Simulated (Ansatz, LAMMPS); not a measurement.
## Structural relaxation of glassy 65SiO2-10Al2O3-25Li2O (mol %) (128 atoms)

Wanted: the relaxed structure of glassy 65SiO2-10Al2O3-25Li2O (mol %) (128 atoms) and its electronic structure.

Main program and level: Ansatz 0.2.0; Kohn-Sham DFT, r2SCAN, PAW (set soft_2), plane waves.

## (1) Starting point

The cell holds 128 atoms: 26 Si, 8 Al, 20 Li and 74 O. Cell: a = 11.515 Å, b = 11.515 Å, c = 11.515 Å, α = 90.0°, β = 90.0°, γ = 90.0°. 128 atoms (26 Si, 8 Al, 20 Li, 74 O) placed at random at 2.38 g/cm³, melted at 4000 K for 10 ps at fixed volume with the Morse and Coulomb pair potential with partial charges (Pedone, Malavasi, Menziani, Cormack and Segre, J. Phys. Chem. B 110, 11780 (2006)). Quenched from 4000 K to 300 K at 100 K/ps and fixed volume, held 10 ps at zero pressure.

Before any run, some limits are plain. The quench rate of 100 K/ps far exceeds what a furnace or splat quench reaches, so expect more defects and frozen-in strain than in a real sample. The network of bonds at the start is that of the classical potential that made the cell. Only the Γ point is sampled, in a cell whose shortest periodic width is 12 Å.

## (2) Single point at the start

The forces at the start show how far the geometry lies from a minimum of this functional.

Contents of input.yaml:

```yaml
crystal:
  lattice:
    - [11.51499, 0.0, 0.0]
    - [0.0, 11.51499, 0.0]
    - [0.0, 0.0, 11.51499]
  atoms:
    - { symbol: Si, position: [0.15305, 0.96522, 0.37825] }
    - { symbol: Si, position: [0.80406, 0.65741, 0.40218] }
    - { symbol: Si, position: [0.90154, 0.70118, 0.73061] }
    - { symbol: Si, position: [0.38315, 0.76874, 0.70292] }
    [... 118 atom lines left out ...]
    - { symbol: O, position: [0.83445, 0.36721, 0.59099] }
    - { symbol: O, position: [0.7749, 0.74256, 0.71405] }
    - { symbol: O, position: [0.42552, 0.5304, 0.21765] }
    - { symbol: O, position: [0.95122, 0.71325, 0.86129] }
    - { symbol: O, position: [0.34149, 0.23049, 0.25665] }
    - { symbol: O, position: [0.42719, 0.31148, 0.46488] }
kpoints:
  mp_grid: { grid: [1, 1, 1] }
hamiltonian:
  xc: r2scan
scf:
  occupations: { method: fermi_dirac, width: 0.025 }
output:
  forces: true
  stress: true
  populations: true
  dos:
    method: { smearing: { sigma: 0.15 } }
    de: 0.1
    projected: { site_lists: { Al: [Al], Li: [Li], O: [O], Si: [Si] } }
  eigenvalues: true
```

Started as:

```
$ ansatz run input.yaml --threads 4 --pin off --max-ram 8192MiB --backend cpu --events-out ev --progress --plain --runs-dir out
```

Wall time 62 s (4 threads of Arm Neoverse V2, shared host); peak memory 4.6 GiB.

Read from the output:

| Property | Result |
| --- | --- |
| free energy | -67276.8635 eV |
| free energy per atom | -525.6005 eV/atom |
| SCF cycles | 10 |
| pressure | 3.529 GPa |
| r.m.s. force component | 1.237 eV/Å |
| longest force | 5.724 eV/Å |
| Fermi energy | 5.588 eV |
| gap (highest filled to lowest empty level) | 4.283 eV |
| spilling of the projection | 0.01205 |

The r.m.s. force component of 1.2 eV/Å and the pressure of 3.5 GPa set the starting point.

Neighbours are counted within 2.08 Å (O-Si), 2.58 Å (O-Li), 2.27 Å (O-Al).

Length of the force by element and coordination:

| element | coordination | atoms | mean length of the force (eV/Å) | spread | least | most |
| --- | --- | --- | --- | --- | --- | --- |
| Al | all | 8 | 2.82 | 1.11 | 1.64 | 4.39 |
| Li | all | 20 | 0.653 | 0.265 | 0.267 | 1.48 |
| Li | 3 | 4 | 0.559 | 0.149 | 0.303 | 0.679 |
| Li | 4 | 14 | 0.696 | 0.295 | 0.267 | 1.48 |
| Li | 5 | 2 | 0.545 | 0.0735 | 0.471 | 0.619 |
| O | all | 74 | 1.81 | 0.901 | 0.334 | 4.50 |
| O | 2 | 28 | 1.65 | 0.937 | 0.334 | 4.20 |
| O | 3 | 28 | 1.95 | 0.955 | 0.474 | 4.50 |
| O | 4 | 16 | 1.84 | 0.728 | 0.395 | 3.23 |
| O | 5 | 2 | 1.61 | 0.239 | 1.37 | 1.85 |
| Si | all | 26 | 2.58 | 1.08 | 1.14 | 5.72 |

## (3) Relaxation

With the cell held, the atoms are moved downhill towards a nearby minimum.

input.yaml, the sections that differ from step 2:

```yaml
output:
  forces: true
relax:
  f_tol: 0.03
  max_steps: 200
# crystal, kpoints, hamiltonian, scf: as in step 2
```

The job ended after 20 min (4 threads; peak memory 4.5 GiB).

The steps of the relaxation (22 of 34):

| step | energy less that of the first step (eV) | largest force component (eV/Å) |
| --- | --- | --- |
| 1 | 0.0000 | 4.9663 |
| 3 | -8.1578 | 0.5326 |
| 4 | -8.6612 | 0.4355 |
| 6 | -9.1495 | 0.2259 |
| 7 | -9.2595 | 0.3822 |
| 9 | -9.5019 | 0.1721 |
| 10 | -9.6100 | 0.1382 |
| 12 | -9.8035 | 0.1018 |
| 14 | -9.8337 | 0.1362 |
| 15 | -9.8233 | 0.2018 |
| 17 | -9.8658 | 0.0265 |
| 18 | -9.8698 | 0.0637 |
| 20 | -9.8723 | 0.1141 |
| 21 | -9.8815 | 0.0866 |
| 23 | -9.8876 | 0.0453 |
| 25 | -9.9018 | 0.0749 |
| 26 | -9.9150 | 0.1292 |
| 28 | -9.9304 | 0.1167 |
| 29 | -9.9333 | 0.0676 |
| 31 | -9.9361 | 0.0416 |
| 32 | -9.9361 | 0.0482 |
| 34 | -9.9380 | 0.0101 |

Relaxation steps 15, 22, 27, 30, 32 were tried and not accepted.

The atoms that moved most (Å):

| atom | dx | dy | dz | length |
| --- | --- | --- | --- | --- |
| Li35 | 0.514 | -1.276 | -1.135 | 1.784 |
| Li41 | -0.248 | 0.574 | 0.691 | 0.932 |
| Li39 | -0.810 | 0.229 | 0.371 | 0.920 |
| Li54 | -0.436 | 0.373 | -0.529 | 0.780 |
| O115 | -0.337 | -0.227 | 0.609 | 0.732 |
| Li49 | 0.563 | 0.426 | 0.163 | 0.725 |
| O71 | 0.350 | -0.035 | -0.510 | 0.619 |
| O105 | -0.436 | 0.406 | 0.126 | 0.609 |

The relaxation changed the energy by -77.6 meV/atom, and atoms moved by 0.35 Å r.m.s., 1.8 Å at most.

## (4) Structure statistics after relaxation

Bonds before and after, by the cutoffs listed below:

| pair | bonds before | bonds after | mean before (Å) | mean after (Å) | spread before (Å) | spread after (Å) |
| --- | --- | --- | --- | --- | --- | --- |
| O-Si | 104 | 104 | 1.607 | 1.621 | 0.042 | 0.028 |
| O-Li | 75 | 72 | 2.111 | 2.020 | 0.154 | 0.149 |
| O-Al | 32 | 32 | 1.748 | 1.763 | 0.067 | 0.045 |

Density 2.47 g/cm³, 11.93 Å³ an atom.

g(r), total and by pair (bins of 0.2 Å):

| r (Å) | total | O-O | O-Si | O-Li | O-Al | Si-Si | Si-Li |
| --- | --- | --- | --- | --- | --- | --- | --- |
| 1.50 | 0.69 | 0.00 | 2.92 | 0.00 | 0.00 | 0.00 | 0.00 |
| 1.70 | 2.95 | 0.00 | 9.56 | 0.26 | 9.07 | 0.00 | 0.00 |
| 1.90 | 0.91 | 0.00 | 0.00 | 4.42 | 1.51 | 0.00 | 0.00 |
| 2.10 | 0.36 | 0.00 | 0.00 | 1.90 | 0.00 | 0.00 | 0.00 |
| 2.30 | 0.15 | 0.00 | 0.00 | 0.62 | 0.00 | 0.00 | 0.00 |
| 2.50 | 0.57 | 1.49 | 0.00 | 0.20 | 0.00 | 0.00 | 0.00 |
| 2.70 | 1.57 | 3.76 | 0.00 | 0.50 | 0.00 | 0.00 | 1.74 |
| 2.90 | 1.07 | 1.65 | 0.08 | 0.63 | 0.12 | 2.06 | 2.73 |
| 3.10 | 1.01 | 1.03 | 0.29 | 0.72 | 0.21 | 4.33 | 1.33 |
| 3.30 | 0.89 | 0.70 | 0.70 | 0.76 | 1.49 | 0.35 | 2.06 |
| 3.50 | 1.03 | 0.64 | 1.47 | 1.27 | 1.52 | 0.00 | 0.77 |
| 3.70 | 0.84 | 0.49 | 1.13 | 1.02 | 1.14 | 0.26 | 0.77 |
| 3.90 | 1.07 | 0.75 | 1.79 | 1.15 | 1.21 | 0.47 | 0.76 |
| 4.10 | 1.21 | 0.79 | 2.12 | 1.22 | 1.35 | 0.52 | 0.78 |
| 4.30 | 1.14 | 0.68 | 1.44 | 1.57 | 1.94 | 0.87 | 1.02 |
| 4.50 | 0.96 | 0.90 | 0.75 | 1.43 | 0.76 | 1.24 | 0.93 |
| 4.70 | 0.94 | 1.17 | 0.71 | 0.93 | 0.84 | 1.21 | 0.96 |
| 4.90 | 1.16 | 1.52 | 0.64 | 1.04 | 0.68 | 2.17 | 0.98 |
| 5.10 | 1.04 | 1.39 | 0.76 | 0.57 | 1.02 | 1.44 | 0.99 |
| 5.30 | 0.97 | 1.37 | 0.70 | 0.74 | 0.59 | 0.70 | 1.47 |
| 5.50 | 0.90 | 0.91 | 0.93 | 0.81 | 0.95 | 0.78 | 0.96 |
| 5.70 | 0.94 | 0.81 | 0.81 | 0.90 | 1.01 | 1.38 | 1.50 |

Bonds by pair of elements; cutoffs follow the first minimum of g(r), held within bounds set by covalent radii, and pairs that aren't listed don't count as bonded:

| pair A-B | cutoff (Å) | bonds | mean length (Å) | spread (Å) | shortest (Å) | B about A | A about B |
| --- | --- | --- | --- | --- | --- | --- | --- |
| O-Si | 2.08 | 104 | 1.62 | 0.028 | 1.56 | 1.41 | 4 |
| O-Li | 2.52 | 72 | 2.02 | 0.149 | 1.79 | 0.973 | 3.6 |
| O-Al | 2.27 | 32 | 1.76 | 0.045 | 1.70 | 0.432 | 4 |

How many atoms have how many bonded neighbours:

| element | mean | 2 | 3 | 4 | 5 |
| --- | --- | --- | --- | --- | --- |
| Al | 4 | 0 | 0 | 8 | 0 |
| Li | 3.6 | 0 | 10 | 8 | 2 |
| O | 2.81 | 29 | 32 | 11 | 2 |
| Si | 4 | 0 | 0 | 26 | 0 |

Bond angles, per cent of each kind in bins of 5°:

| angle (°) | O-Si-O | O-Li-O | Li-O-Si | O-Al-O | Li-O-Li |
| --- | --- | --- | --- | --- | --- |
| 60–65 | 0.0 | 0.0 | 0.0 | 0.0 | 5.0 |
| 65–70 | 0.0 | 3.1 | 0.0 | 0.0 | 7.5 |
| 70–75 | 0.0 | 4.1 | 0.0 | 0.0 | 7.5 |
| 75–80 | 0.0 | 3.1 | 0.0 | 0.0 | 5.0 |
| 80–85 | 0.0 | 3.1 | 4.0 | 0.0 | 7.5 |
| 85–90 | 0.0 | 8.2 | 2.7 | 0.0 | 10.0 |
| 90–95 | 0.0 | 8.2 | 6.8 | 2.1 | 10.0 |
| 95–100 | 1.9 | 6.1 | 8.1 | 8.3 | 5.0 |
| 100–105 | 16.0 | 7.1 | 10.8 | 25.0 | 7.5 |
| 105–110 | 39.7 | 21.4 | 14.9 | 27.1 | 5.0 |
| 110–115 | 31.4 | 3.1 | 6.8 | 16.7 | 0.0 |
| 115–120 | 7.7 | 5.1 | 12.2 | 14.6 | 5.0 |
| 120–125 | 2.6 | 7.1 | 8.1 | 4.2 | 5.0 |
| 125–130 | 0.0 | 4.1 | 8.1 | 0.0 | 7.5 |
| 130–135 | 0.6 | 2.0 | 5.4 | 0.0 | 5.0 |
| 135–140 | 0.0 | 3.1 | 5.4 | 2.1 | 2.5 |
| 140–145 | 0.0 | 5.1 | 2.7 | 0.0 | 5.0 |
| 145–150 | 0.0 | 3.1 | 2.7 | 0.0 | 0.0 |
| 150–155 | 0.0 | 0.0 | 0.0 | 0.0 | 0.0 |
| 155–160 | 0.0 | 1.0 | 0.0 | 0.0 | 0.0 |
| 160–165 | 0.0 | 1.0 | 0.0 | 0.0 | 0.0 |
| 165–170 | 0.0 | 0.0 | 1.4 | 0.0 | 0.0 |
| 170–175 | 0.0 | 1.0 | 0.0 | 0.0 | 0.0 |

Bond angles (no mean is given where the spread exceeds 20°):

| angle | count | mean (°) | spread (°) |
| --- | --- | --- | --- |
| O-Si-O | 156 | 109 | 4.9 |
| O-Li-O | 98 | - | - |
| Li-O-Si | 74 | 114 | 17.1 |
| O-Al-O | 48 | 109 | 7.7 |
| Li-O-Li | 40 | - | - |

Oxygen atoms by the number of network formers (Si, P, Ge, B, Al, As, Ga) bound to them:

| network formers bound to O | O atoms | per cent |
| --- | --- | --- |
| 0 | 0 | 0 |
| 1 | 13 | 17.6 |
| 2 | 60 | 81.1 |
| 3 | 1 | 1.4 |

Network units: each former by its oxygen neighbours and how many of them bridge to another former:

| former | O neighbours | bridging O | atoms |
| --- | --- | --- | --- |
| Si | 4 | 2 | 2 |
| Si | 4 | 3 | 6 |
| Si | 4 | 4 | 18 |
| Al | 4 | 2 | 1 |
| Al | 4 | 3 | 1 |
| Al | 4 | 4 | 6 |

Bond length by coordination (bonds to H left out):

| element | coordination | atoms | mean bond length (Å) |
| --- | --- | --- | --- |
| Li | 3 | 10 | 1.96 |
| Li | 4 | 8 | 2.04 |
| Li | 5 | 2 | 2.14 |
| O | 2 | 29 | 1.63 |
| O | 3 | 32 | 1.80 |
| O | 4 | 11 | 1.89 |
| O | 5 | 2 | 2.00 |

Rings of the network by King's shortest-path rule, up to 12 atoms, one path for each pair of neighbours; H, halogens, alkali and alkaline-earth atoms are left out, and the last column divides by all other atoms, bonded or not:

| ring size (atoms) | rings | per network atom |
| --- | --- | --- |
| 6 | 1 | 0.009 |
| 8 | 8 | 0.074 |
| 10 | 9 | 0.083 |
| 12 | 13 | 0.12 |

First main peaks of g(r), for some of the pairs, lie near 2.6 Å (O-O), 1.6 Å (O-Si), 2.0 Å (O-Li), 1.8 Å (O-Al), 3.0 Å (Si-Si) and 2.9 Å (Si-Li). Counting bonds as in the table, all Al atoms have 4, 50 % of Li atoms have 3, 43 % of O atoms have 3 and all Si atoms have 4 bonded neighbours. The O-Si-O angle averages 109° with a spread of 5°. 81 % of the oxygens bridge two formers (Si and Al) and 18 % are non-bridging; 1 % join three. The commonest Si unit has 4 oxygens, 4 of them shared with other formers (18 of 26 atoms). Rings of 12 atoms are the most common (42 % of those counted); sizes run from 6 to 12, where the search stops.

## (5) Single point at the relaxed geometry

The electronic structure is read at the final geometry, in a run of its own.

Contents of input.yaml:

```yaml
crystal:
  lattice:
    - [11.51499, 0.0, 0.0]
    - [0.0, 11.51499, 0.0]
    - [0.0, 0.0, 11.51499]
  atoms:
    - { symbol: Si, position: [0.15205, 0.96906, 0.38109] }
    - { symbol: Si, position: [0.79938, 0.66028, 0.40429] }
    - { symbol: Si, position: [0.91265, 0.68121, 0.71005] }
    - { symbol: Si, position: [0.36424, 0.78052, 0.71102] }
    [... 118 atom lines left out ...]
    - { symbol: O, position: [0.83441, 0.35365, 0.57357] }
    - { symbol: O, position: [0.78511, 0.72576, 0.68262] }
    - { symbol: O, position: [0.43326, 0.51737, 0.23513] }
    - { symbol: O, position: [0.95643, 0.68562, 0.84143] }
    - { symbol: O, position: [0.34989, 0.23328, 0.2629] }
    - { symbol: O, position: [0.43257, 0.33167, 0.48013] }
kpoints:
  mp_grid: { grid: [1, 1, 1] }
hamiltonian:
  xc: r2scan
scf:
  occupations: { method: fermi_dirac, width: 0.025 }
output:
  forces: true
  stress: true
  populations: true
  dos:
    method: { smearing: { sigma: 0.1 } }
    de: 0.1
    projected: { site_lists: { Al: [Al], Li: [Li], O: [O], Si: [Si] } }
  eigenvalues: true
  write_density: true
  write_potential: true
  volumetric_format: npy
```

The job ended after 69 s (4 threads; peak memory 4.6 GiB; 4.5 min of CPU time).

The run gave:

```yaml
free_energy: -67286.8014 eV
free_energy_per_atom: -525.6781 eV/atom
scf_cycles: 10
pressure: 0.7806 GPa
r_m_s_force_component: 0.00335 eV/Å
longest_force: 0.01253 eV/Å
fermi_energy: 5.538 eV
spacing_of_highest_filled_and_lowest_empty_level: 4.561 eV
spilling_of_the_projection: 0.01201
```

Löwdin charges by element and coordination (they lack the spilled electrons, 0.059 e an atom on average):

| element | coordination | atoms | mean charge (e) | spread | least | most |
| --- | --- | --- | --- | --- | --- | --- |
| Al | all | 8 | 1.35 | 0.0489 | 1.25 | 1.40 |
| Li | all | 20 | 0.819 | 0.0151 | 0.791 | 0.850 |
| Li | 3 | 10 | 0.823 | 0.0144 | 0.802 | 0.850 |
| Li | 4 | 8 | 0.813 | 0.0158 | 0.791 | 0.840 |
| Li | 5 | 2 | 0.823 | 8.0e-4 | 0.822 | 0.824 |
| O | all | 74 | -0.893 | 0.082 | -1.14 | -0.804 |
| O | 2 | 29 | -0.836 | 0.0252 | -0.887 | -0.804 |
| O | 3 | 32 | -0.897 | 0.056 | -1.03 | -0.827 |
| O | 4 | 11 | -0.999 | 0.09 | -1.14 | -0.841 |
| O | 5 | 2 | -1.08 | 0.0285 | -1.11 | -1.05 |
| Si | all | 26 | 1.79 | 0.0469 | 1.67 | 1.86 |

States in the cell by windows of 1 eV, zero at the Fermi level; the larger projections on atomic orbitals stand beside the total:

| from (eV) | to (eV) | total | O p | Si p |
| --- | --- | --- | --- | --- |
| -10 | -9 | 27.1 | 20.5 | 3.9 |
| -9 | -8 | 33.2 | 25.8 | 4.5 |
| -8 | -7 | 45.1 | 36.0 | 4.6 |
| -7 | -6 | 65.5 | 56.6 | 3.5 |
| -6 | -5 | 80.6 | 73.9 | 2.1 |
| -5 | -4 | 84.0 | 79.3 | 1.3 |
| -4 | -3 | 59.0 | 56.5 | 0.6 |
| -3 | -2 | 13.0 | 12.4 | 0.1 |
| -2 | 2 | 0.0 | 0.0 | 0.0 |
| 2 | 3 | 2.0 | 0.0 | 0.0 |
| 3 | 4 | 9.2 | 0.9 | 0.9 |
| 4 | 5 | 17.7 | 1.7 | 2.7 |

Between -26 and -10 eV lie 185 more states.

The stored curve holds about 592 of the 632 electrons; the rest, give or take the few that broadening carries across the Fermi level, lie in deeper levels below its range.

The levels nearest the highest filled one (over half full), pooled over k-points and spins:

| level less the highest filled one (eV) | occupation |
| --- | --- |
| -0.632 | 2 |
| -0.521 | 2 |
| -0.300 | 2 |
| -0.239 | 2 |
| -0.169 | 2 |
| 0 | 2 |
| 4.56 | 0 |
| 5.76 | 0 |
| 5.93 | 0 |
| 6.10 | 0 |
| 6.26 | 0 |
| 6.27 | 0 |

Mean Löwdin charges: Al +1.35, Li +0.82, O -0.89, Si +1.79 e (they miss 1.2 % of the electrons, so they add up to more than the cell's charge).

## (6) Summary of results

```yaml
energy_change_in_the_relaxation: -77.64 meV/atom
r_m_s_displacement: 0.347 Å
largest_displacement: 1.784 Å
free_energy_per_atom: -525.6781 eV/atom
pressure: 0.7806 GPa
r_m_s_force_component: 0.00335 eV/Å
spacing_of_highest_filled_and_lowest_empty_level: 4.561 eV
wall_time_of_the_3_dft_runs: 22 min
```

In words: Relaxation lowers the energy by 77.6 meV/atom and moves atoms by 0.35 Å r.m.s.; the r.m.s. force component goes from 1.2 to 0.0034 eV/Å, the pressure goes from 3.5 to 0.78 GPa, and the gap from 4.28 to 4.56 eV. By the final cutoffs 11 of 211 bonded pairs parted and 8 joined. From the first step to the last the energy fell by 9.938 eV, and the largest move was 1.78 Å (Li35). The O-Li bonds change most in mean length: from 2.111 Å (spread 0.154) to 2.020 Å (spread 0.149), and their number from 75 to 72. Counting bonds as in the table, all Al atoms have 4, 50 % of Li atoms have 3, 43 % of O atoms have 3 and all Si atoms have 4 bonded neighbours. 81 % of the oxygens bridge two formers (Si and Al) and 18 % are non-bridging; 1 % join three. Between filled and empty levels lie 4.56 eV (at Γ alone); a semilocal functional tends to put such gaps too low. In a disordered cell it changes from sample to sample, and tail or defect levels can set it.

Caveats: The network of bonds at the start is that of the classical potential that made the cell; in DFT 11 of its 211 bonded pairs passed out of the cutoffs and 8 came within them.

[Logs are printed without paths, hosts, clocks, repeated set-up lines and the standing remarks that a program may print on its own settings, such as how far it seeks lower states.]

[Hosts, paths, dates, database ids (printed as entryN), source tags and the programs' standing remarks are cut or masked in the printed files.]
